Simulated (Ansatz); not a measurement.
**AgF (model cell, started as NiAs type): relaxing the cell for a phonon run**

Task: relax AgF (model cell, started as NiAs type) tightly.

Calculated with Ansatz 0.2.0; DFT PBEsol, scalar-relativistic, plane waves, PAW.

The structure was built from a prototype and need not be the compound's stable phase.

**1. Set-up**

Symmetry: P6_3/mmc, No. 194, hexagonal system. Conventional cell: a = 3.402 Å, b = 3.402 Å, c = 5.443 Å, α = 90.00°, β = 90.00°, γ = 120.00°. Ag has 6 F at 2.39 Å nearest. Nearest to F lie 6 Ag at 2.39 Å. Farther neighbours and most contacts between anions are not listed.

**2. A coarse first look**

A quick single point on a coarse mesh tells whether the cell has a gap and how far it is from rest, which sets the k mesh and smearing that follow.

input.yaml

```yaml
crystal:
  lattice:
    - [3.40203, 0.0, 0.0]
    - [-1.70102, 2.94625, 0.0]
    - [0.0, 0.0, 5.44325]
  atoms:
    - { symbol: Ag, position: [0.0, 0.0, 0.0] }
    - { symbol: Ag, position: [0.0, 0.0, 0.5] }
    - { symbol: F, position: [0.333333, 0.666667, 0.25] }
    - { symbol: F, position: [0.666667, 0.333333, 0.75] }
kpoints:
  mp_grid: { grid: [6, 6, 4] }
hamiltonian:
  xc: pbesol
scf:
  occupations: { method: gaussian, width: 0.1 }
output:
  forces: true
  stress: true
  eigenvalues: true
```

Command:

```sh
$ ansatz run input.yaml --threads 4 --pin off --max-ram 7168MiB --backend cpu --events-out ev --progress --plain --runs-dir out
```

Numbers of over 12 decimals in the logs are rounded to 6 here.

What it wrote:

```text
[...]
k-point 0: bands = [... 22 lower, 9.6240, 9.9683, 10.3192, 10.5441, 10.5441, 15.4205, 17.5141, 23.8885, ... 1 higher]
  k-point 1: bands = [... 22 lower, 9.6161, 9.7809, 10.3841, 10.3841, 10.7052, 13.9697, 19.3330, 24.3993, ... 1 higher]
  k-point 2: bands = [... 22 lower, 9.9675, 9.9675, 9.9675, 9.9675, 12.2010, 12.2010, 22.0906, 22.0906, ... 1 higher]
  k-point 20: bands = [... 22 lower, 9.3112, 9.3112, 10.6595, 10.6595, 16.7189, 16.7189, 18.8097, 18.8097, ... 1 higher]
[key lines of the parts left out:]
SCF converged after 7 iterations
Free energy (F): -16642.930642 eV
Fermi energy:    10.736777 eV
P = ⅓ Tr σ = 8.8140 GPa (88.140 kbar)
```

Wall time 0.51 s (4 threads of Intel Xeon 6975P-C (Granite Rapids), shared host); peak memory 0.4 GiB; 1.4 s of CPU time.

This step gave:

```
pressure          : 8.814 GPa
volume per atom   : 13.64 Å³
gap on the k-mesh : 0 eV
```

The coarse mesh shows no gap and a pressure of 8.8 GPa.

**3. Rough relaxation**

The start is far from rest, so a relaxation with loose tolerances brings it close first.

input.yaml: that of step 2 with these lines changed.

```diff
@@ -20 +20,6 @@
   eigenvalues: true
+relax:
+  adjacent_minimum: "off"
+  f_tol: 0.05
+  max_steps: 80
+  cell: { stress_tol: 0.5 }
```

What it wrote:

```text
[...]
Crystal: 4 atoms, lattice volume = 54.559 Å³
Basis set: ecut = 420 eV, 1087 PW (Γ), exchange–correlation on 48×48×80 points (8 copies of the dense FFT grid, shifted against one another)
Bands: 32, of which v1, the nominal top of the filled ones, is band 26 counted from 1 (25 counted from 0)
Symmetry: 24 space group operations
[...]
F+E_penalty+E_count = -16643.15306569 eV   max|allowed force component| = 2.255e-17 eV/Å   (the final SCF, on the basis selected at the relaxed cell)
  cell:  # Å, volume = 54.8566 Å³
    - [3.041891, 2.581157566330654e-6, 0]
    - [-1.520948, 2.634354, 0]
    - [0, 0, 6.845593]
  atoms:
    - { symbol: Ag, position: [0, 0, 0] }
    - { symbol: Ag, position: [0, 0, 0.500000] }
    - { symbol: F, position: [0.333333, 0.666667, 0.250000] }
    - { symbol: F, position: [0.666667, 0.333333, 0.750000] }
[key lines of the parts left out:]
SCF converged after 5 iterations
Free energy (F): -16643.153066 eV
Fermi energy:    10.314156 eV
P = ⅓ Tr σ = 0.0919 GPa (0.919 kbar)
```

Run time: 7.7 s. Hardware: 4 threads; peak memory 0.44 GiB; 25 s of CPU time.

Step by step:

```csv
step,energy less that of the first step (eV),largest force component (eV/Å),pressure (GPa),volume (Å³)
1,0.0000,0.0000,8.81,54.56
2,-0.1151,0.0000,0.05,59.04
3,-0.1191,0.0000,-0.07,58.97
4,-0.1230,0.0000,-0.05,58.68
5*,-0.1482,0.0000,0.65,58.68
6,-0.1540,0.0000,0.19,58.68
7,-0.1592,0.0000,-0.13,58.36
8,-0.1650,0.0000,-0.36,57.49
9,-0.1671,0.0000,-0.37,56.26
10,-0.1673,0.0000,0.03,56.88
11*,-0.1844,0.0000,0.55,56.88
12,-0.1977,0.0000,0.25,56.52
13,-0.2132,0.0000,0.00,55.70
14*,-0.2153,0.0000,0.04,55.70
15,-0.2241,0.0000,0.16,54.86
16*,-0.2224,0.0000,0.09,54.86
```

Relaxation steps marked * repeat the geometry before them on a plane-wave basis chosen anew for their cell, so energy and pressure can jump there. Relaxation step 9 was tried and not accepted.

Forces are held to the 24 operations that the run works with; a distortion that breaks them can't arise in this run.

```csv
cell as run,before,after,change
a (Å),3.402,3.042,-10.6 %
b (Å),3.402,3.042,-10.6 %
c (Å),5.443,6.846,+25.8 %
volume (Å³/atom),13.64,13.71,+0.5 %
```

Final coordinates:

```cif
data_structure
_symmetry_space_group_name_H-M 'P 1'
_symmetry_Int_Tables_number 1
_cell_length_a 3.0419
_cell_length_b 3.0419
_cell_length_c 6.8456
_cell_angle_alpha 90.000
_cell_angle_beta 90.000
_cell_angle_gamma 120.000
_cell_volume 54.86
loop_
_atom_site_label
_atom_site_type_symbol
_atom_site_fract_x
_atom_site_fract_y
_atom_site_fract_z
_atom_site_occupancy
Ag1 Ag 0.00000 0.00000 0.00000 1
Ag2 Ag 0.00000 0.00000 0.50000 1
F3 F 0.33333 0.66667 0.25000 1
F4 F 0.66667 0.33333 0.75000 1
```

Numbers from this step:

```yaml
pressure: 0.09193 GPa
volume_per_atom: 13.71 Å³
```

In this step the volume went from 13.64 to 13.71 Å³/atom.

**4. Relaxation**

The cell and atoms are relaxed, since residual forces and stress would shift the frequencies.

input.yaml

```yaml
crystal:
  lattice:
    - [3.0418913032, 2.5812e-06, 0.0]
    - [-1.5209478869, 2.6343538535, 0.0]
    - [0.0, 0.0, 6.8455926364]
  atoms:
    - { symbol: Ag, position: [0.0, 0.0, 0.0] }
    - { symbol: Ag, position: [0.0, 0.0, 0.5] }
    - { symbol: F, position: [0.3333333333, 0.6666666667, 0.25] }
    - { symbol: F, position: [0.6666666667, 0.3333333333, 0.75] }
kpoints:
  mp_grid: { grid: [15, 15, 6] }
hamiltonian:
  xc: pbesol
scf:
  occupations: { method: gaussian, width: 0.1 }
output:
  forces: true
  stress: true
  eigenvalues: true
  write_density: true
  write_potential: true
  elf: true
  volumetric_format: npy
relax:
  adjacent_minimum: "off"
  f_tol: 0.005
  max_steps: 80
  cell: { stress_tol: 0.05 }
```

What it wrote:

```text
[...]
Crystal: 4 atoms, lattice volume = 54.857 Å³
Basis set: ecut = 420 eV, 1079 PW (Γ), exchange–correlation on 48×48×96 points (8 copies of the dense FFT grid, shifted against one another)
Bands: 32, of which v1, the nominal top of the filled ones, is band 26 counted from 1 (25 counted from 0)
Symmetry: 24 space group operations
[...]
k-points: 108 of 1350
[...]
SCF iter   1: F=—  HF=-16643.182145 eV  |F-HF|=—  |Δ(HF+E_count)|=         —  Δρ=1.75e-2  dr2=1.18e-1  ethr=1.77e-3  ⟨swp⟩=5.2  Hψ=12103  notcnv=0  defer=5
[...]
SCF iter   6: F=-16643.150845 eV  HF=-16643.150845 eV  |F-HF|=3.39e-9  |Δ(HF+E_count)|=   5.95e-8  Δρ=3.88e-6  dr2=5.26e-9  ethr=1.92e-10  ⟨swp⟩=11.0  Hψ=21823  notcnv=0
SCF 1 converged in 6 iterations: F = -16643.150845 eV  dr2 = 5.26e-9
[...]
relax step   1: F+E_penalty+E_count = -16643.15084532 eV  Δ(F+E_penalty+E_count) = +0.000e0 eV  max|allowed force component| = 2.197e-17 eV/Å  Δτ_max = 0.0000 Å  P = +0.117 GPa  Ω = 54.857 Å³  (6 SCF iters, dr2 threshold 1.00e-7 eV, accepted)
Crystal: 4 atoms, lattice volume = 54.907 Å³
[...]
SCF iter   5: F=-16643.150766 eV  HF=-16643.150766 eV  |F-HF|=4.47e-9  |Δ(HF+E_count)|=   5.85e-8  Δρ=4.18e-6  dr2=7.02e-9  ethr=2.90e-10  ⟨swp⟩=7.1  Hψ=17848  notcnv=0
SCF 2 converged in 5 iterations: F = -16643.150766 eV  dr2 = 7.02e-9
relax step   2: F+E_penalty+E_count = -16643.15076642 eV  Δ(F+E_penalty+E_count) = +7.891e-5 eV  max|allowed force component| = 1.735e-17 eV/Å  Δτ_max = 0.0000 Å  P = -0.024 GPa  Ω = 54.907 Å³  energy of the carried Pulay correction = -1.413e-4 eV  (5 SCF iters, dr2 threshold 1.51e-7 eV, accepted)
[...]
SCF iter   5: F=-16643.150908 eV  HF=-16643.150908 eV  |F-HF|=1.82e-11  |Δ(HF+E_count)|=  4.00e-11  Δρ=2.34e-7  dr2=1.99e-11  ethr=1.00e-12  ⟨swp⟩=4.0  Hψ=14684  notcnv=0
SCF 3 converged in 5 iterations: F = -16643.150908 eV  dr2 = 1.99e-11
relax step   3: F+E_penalty+E_count = -16643.15090795 eV  Δ(F+E_penalty+E_count) = -1.415e-4 eV  max|allowed force component| = 1.908e-17 eV/Å  Δτ_max = 0.0000 Å  P = -0.019 GPa  Ω = 54.907 Å³  stress off target by 3.94e-2 GPa  SCF on the basis re-selected at this cell (its energy is not comparable with the rows above)  (5 SCF iters)
[...]
SCF converged after 5 iterations
Free energy (F): -16643.150908 eV
[...]
Internal energy: -16643.146744 eV  (E = F + TS)
E sigma→0 (E₀):  -16643.148826 eV
Entropy (-TS):   -0.004164 eV (-1.041 meV/atom)
Fermi energy:    10.294747 eV
[...]
--- Stress (GPa, compression-positive) ---
       -0.039424      -0.000000       0.000000
       -0.000000      -0.039424       0.000000
        0.000000       0.000000       0.021808
  P = ⅓ Tr σ = -0.0190 GPa (-0.190 kbar)
--- Band table (eV; the first three rows and the last of 108) ---
  k-point 0: bands = [... 22 lower, 8.9978, 8.9978, 9.7329, 9.7376, 9.7376, 14.1956, 15.7679, 22.9834, ... 2 higher]
  k-point 1: bands = [... 22 lower, 9.0395, 9.0395, 9.6895, 9.6895, 9.9635, 13.5222, 16.5149, 22.1004, ... 2 higher]
  k-point 2: bands = [... 22 lower, 9.1697, 9.1697, 9.5545, 9.5545, 10.5854, 12.4716, 17.7896, 20.6566, ... 2 higher]
  k-point 107: bands = [... 22 lower, 9.1710, 9.1710, 10.2429, 10.2429, 17.9090, 17.9090, 18.0868, 18.0868, ... 2 higher]
--- Relaxed structure (2 steps of the walk, 2 accepted, 1 SCFs on fresh bases) ---
[...]
cell:  # Å, volume = 54.9071 Å³
    - [3.041082, 2.5804641174354345e-6, 0]
    - [-1.520543, 2.633653, 0]
    - [0.0, 0, 6.855543]
  atoms:
    - { symbol: Ag, position: [0, 0, 0] }
    - { symbol: Ag, position: [0, 0, 0.500000] }
    - { symbol: F, position: [0.333333, 0.666667, 0.250000] }
    - { symbol: F, position: [0.666667, 0.333333, 0.750000] }
```

Run time: 4.6 s. Hardware: 4 threads; peak memory 0.55 GiB; 16 s of CPU time.

Relaxation path:

```csv
step,energy less that of the first step (eV),largest force component (eV/Å),pressure (GPa),volume (Å³)
1,0.0000,0.0000,0.12,54.86
2,0.0001,0.0000,-0.02,54.91
3*,-0.0001,0.0000,-0.02,54.91
```

Relaxation steps marked * repeat the geometry before them on a plane-wave basis chosen anew for their cell, so energy and pressure can jump there.

Forces are held to the 24 operations that the run works with; a distortion that breaks them can't arise in this run.

```csv
"conventional cell, symmetrised",before,after,change
a (Å),3.042,3.041,-0.0 %
b (Å),3.042,3.041,-0.0 %
c (Å),6.846,6.856,+0.1 %
volume (Å³/atom),13.71,13.73,+0.1 %
```

Final coordinates:

```xyz
4
Lattice="3.0411 0.0000 0.0000 -1.5205 2.6337 0.0000 0.0000 0.0000 6.8555" Properties=species:S:1:pos:R:3 pbc="T T T"
Ag    0.0000    0.0000    0.0000
Ag    0.0000    0.0000    3.4278
F     0.0000    1.7558    1.7139
F     1.5205    0.8779    5.1417
```

Numbers from this step:

```yaml
pressure: -0.01901 GPa
volume_per_atom: 13.73 Å³
```

Valence density in the ac plane at fractional y = 1.000, with atoms of Ag within 0.2 Å of it. It is the smooth field of the valence electrons, not physical close to the nuclei.

Ten even steps from '0' (0 e/Å³) to '9' (20 e/Å³), each cell a mean:
```
8742000000000247
4321000000000123
0000000000000000
0000000000000000
0000000000000000
0000000000000000
0000000000000000
0000000000000000
0000000000000000
2210000000000012
6542000000000245
9853100000001358
8752000000000257
3321000000000123
1000000000000000
0000000000000000
0000000000000000
0000000000000000
0000000000000000
0000000000000000
0000000000000000
2210000000000012
7642000000000246
9853100000001358
```
Columns run along a (3.0 Å), rows up along c (6.9 Å). Atoms in or near the plane, at fractional coordinates: Ag at (0.00, 0.00), Ag at (0.00, 0.50).

ELF in the ac plane at fractional y = 1.000, with atoms of Ag within 0.2 Å of it. It is the smooth field of the valence electrons, not physical close to the nuclei.

Ten even steps from '_' (0.03) to '@' (0.85), each cell a mean:
```
@@%%##**==--..______..--==**##%%
##****++--::__________::--++****
====--::..______________..::--==
......______..::::::..______....
__________..--++++++--..________
________..--++**##**++--..______
__________::==++**++==::________
....________..------..________..
----::..________..________..::--
****++==::..__________..::==++**
%%####**==::..______..::==**####
@@@@##**++--..______..--++**##@@
@@%%##**==--..______..--==**##%%
******==--..__________..--==****
====--::..______________..::--==
......______..::::::..______....
__________..--++++++--..________
________..--++**##**++--..______
__________::==++**++==::________
....________..------..________..
----::....______________....::--
**++++==::..__________..::==++++
%%%%##**==::..______..::==**##%%
@@@@##**++--..______..--++**##@@
```
Columns run along a (3.0 Å), rows up along c (6.9 Å). Atoms in or near the plane, at fractional coordinates: Ag at (0.00, 0.00), Ag at (0.00, 0.50).

Electrostatic potential energy in the ac plane at fractional y = 1.000, with atoms of Ag within 0.2 Å of it. With pseudopotentials it is smooth inside the atoms' cores, unlike the true potential.

Values in eV, 24 rows by 16 columns, each cell a mean:
```
-28 -28 -25 -18  -9   2  10  12  13  12  10   2  -9 -18 -25 -28
-23 -21 -18 -11  -2   7  11  13  14  13  11   7  -2 -11 -18 -21
 -8  -7  -3   2   8  12  13  14  15  14  13  12   8   2  -3  -7
  6   7   9  11  13  14  15  15  15  15  15  14  13  11   9   7
 13  13  14  14  15  15  15  15  15  15  15  15  15  14  14  13
 14  15  15  15  16  16  15  15  16  16  16  15  16  15  15  15
 14  14  14  15  15  15  15  15  15  15  15  15  15  15  14  14
 10  10  11  12  14  15  15  15  15  15  15  15  14  12  11  10
 -3  -2   1   6  10  13  14  15  15  15  14  13  10   6   1  -2
-19 -18 -14  -8   1   9  12  14  14  14  12   9   1  -8 -14 -18
-27 -27 -23 -16  -7   3  10  12  13  12  10   3  -7 -16 -23 -27
-29 -29 -27 -21 -12   0   9  12  13  12   9   0 -12 -21 -27 -29
-29 -28 -25 -19 -10   1  10  12  13  12  10   1 -10 -19 -25 -28
-22 -21 -17 -10  -1   7  12  13  14  13  12   7  -1 -10 -17 -21
 -9  -8  -4   2   8  12  13  14  15  14  13  12   8   2  -4  -8
  7   8   9  11  13  14  15  15  15  15  15  14  13  11   9   8
 13  13  14  14  15  15  15  15  15  15  15  15  15  14  14  13
 14  15  15  15  16  15  15  16  16  15  15  16  15  15  15  15
 14  14  14  15  15  15  15  15  15  15  15  15  15  15  14  14
 10  10  11  13  14  15  15  15  15  15  15  15  14  13  11  10
 -4  -3   1   6  10  12  14  15  15  15  14  12  10   6   1  -3
-18 -17 -13  -7   2   9  12  14  14  14  12   9   2  -7 -13 -17
-28 -27 -23 -17  -8   3  10  12  13  12  10   3  -8 -17 -23 -27
-29 -29 -27 -20 -12   0   9  12  13  12   9   0 -12 -20 -27 -29
```
Columns run along a (3.0 Å; values clipped at the 3rd and 97th percentile), rows up along c (6.9 Å). Atoms in or near the plane, at fractional coordinates: Ag at (0.00, 0.00), Ag at (0.00, 0.50).

In this step the volume went from 13.71 to 13.73 Å³/atom.

**5. Relaxing to small forces for the phonons**

Phonons need a cell at rest on their own settings, so the relaxation is repeated with tight tolerances on forces and stress on the k mesh and occupations of the first response run.

input.yaml

```yaml
crystal:
  lattice:
    - [3.0410817441, 2.5805e-06, 0.0]
    - [-1.5205431068, 2.6336527551, 0.0]
    - [0.0, 0.0, 6.8555428513]
  atoms:
    - { symbol: Ag, position: [0.0, 0.0, 0.0] }
    - { symbol: Ag, position: [0.0, 0.0, 0.5] }
    - { symbol: F, position: [0.3333333333, 0.6666666667, 0.25] }
    - { symbol: F, position: [0.6666666667, 0.3333333333, 0.75] }
kpoints:
  mp_grid: { grid: [15, 15, 6] }
hamiltonian:
  xc: pbesol
scf:
  occupations: { method: methfessel_paxton, width: 0.2 }
output:
  forces: true
  stress: true
  eigenvalues: true
relax:
  adjacent_minimum: "off"
  f_tol: 0.001
  max_steps: 60
  cell: { stress_tol: 0.01 }
```

What it wrote:

```text
[...]
Crystal: 4 atoms, lattice volume = 54.907 Å³
Basis set: ecut = 420 eV, 1079 PW (Γ), exchange–correlation on 48×48×96 points (8 copies of the dense FFT grid, shifted against one another)
Bands: 32, of which v1, the nominal top of the filled ones, is band 26 counted from 1 (25 counted from 0)
Symmetry: 24 space group operations
[...]
k-points: 108 of 1350
[...]
--- Relaxed structure (3 steps of the walk, 3 accepted, 1 SCFs on fresh bases) ---
[...]
cell:  # Å, volume = 54.8496 Å³
    - [3.038066, 2.5779244479505507e-6, 0.0]
    - [-1.519035, 2.631041, 0.0]
    - [0.0, 0.0, 6.861959]
  atoms:
    - { symbol: Ag, position: [0, 0, 0.0] }
    - { symbol: Ag, position: [0, 0, 0.5] }
    - { symbol: F, position: [0.333333, 0.666667, 0.25] }
    - { symbol: F, position: [0.666667, 0.333333, 0.75] }
[key lines of the parts left out:]
SCF converged after 6 iterations
Free energy (F): -16643.145669 eV
Fermi energy:    10.301415 eV
P = ⅓ Tr σ = -0.0032 GPa (-0.032 kbar)
```

Elapsed: 5.6 s, on 4 threads; peak memory 0.54 GiB; 20 s of CPU time.

Little changed from the start: no atom moved by 0.005 Å and no cell edge by 0.1 %.

Numbers from this step:

```yaml
pressure: -0.003186 GPa
volume_per_atom: 13.71 Å³
```

The forces vanish by symmetry and the pressure is -0.003 GPa, within the tolerances set. The cell now holds 13.71 Å³/atom.

**6. Outcome**

| Item | Value |
| --- | --- |
| space group after relaxation (within 0.01 Å) | P6_3/mmc |
| lattice constant a | 3.038 Å |
| lattice constant b | 3.038 Å |
| lattice constant c | 6.862 Å |
| volume per atom | 13.7 Å³ |

**Reading.** The forces vanish by symmetry and the pressure is -0.003 GPa, within the tolerances set. The cell now holds 13.71 Å³/atom. The relaxation keeps the symmetry of its start, so it says nothing on stability against lower symmetry. The starting cell was built on a prototype and not taken from a measurement, so the phase need not exist.

[Logs are printed without paths, hosts, clocks, repeated set-up lines and the standing remarks that a program may print on its own settings, such as how far it seeks lower states.]

[Hosts, paths, dates, database ids (printed as entryN), source tags and the programs' standing remarks are cut or masked in the printed files.]
